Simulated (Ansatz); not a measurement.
# The potential step between two gates: arsenene bilayer, AB

Two oppositely charged gates put a neutral stack in a displacement field D. The voltage between them is D/ε₀ times an electrical distance, shorter than the real one because the stack screens.

How it was computed: Ansatz 0.2.0, plane waves with PAW datasets (its set soft_2), PBE-D3(BJ); isolated slab, charged sheets 4.5 Å from the outer atoms behind model barriers, atoms held. Voltages count from the uncharged case.

| run | D/ε₀ (V/nm) | step in an electron's potential, upper less lower gate (eV) |
| --- | --- | --- |
| run 1 | −3.619 | −2.431 |
| run 2 | −1.810 | −1.216 |
| run 3 | 0.000 | 0.000 |
| run 4 | 1.810 | 1.216 |
| run 5 | 3.619 | 2.431 |
| run 6 | 5.428 | ? |

Q: Estimate the withheld value from the rows shown.

A least-squares line through the 5 rows shown has slope 0.6718 and intercept 0.0000; no row lies more than 0.001 eV off it. The size of the slope, 0.672 nm, is the electrical distance; the sheets are 1.393 nm apart, and screening reaches beyond the outer atoms. At 5.428 it gives 0.6718 × 5.428 + 0.0000 = 3.647 eV, beyond the rows fitted. Rounding and scatter of the rows alone allow about ±0.001 eV there.

The run itself gives 3.646 eV: a miss of −0.001 eV, or 0.0 % of the value. Screening stays linear to within 1 % over this range.

**Limits.** The gates are model sheets, not atoms.
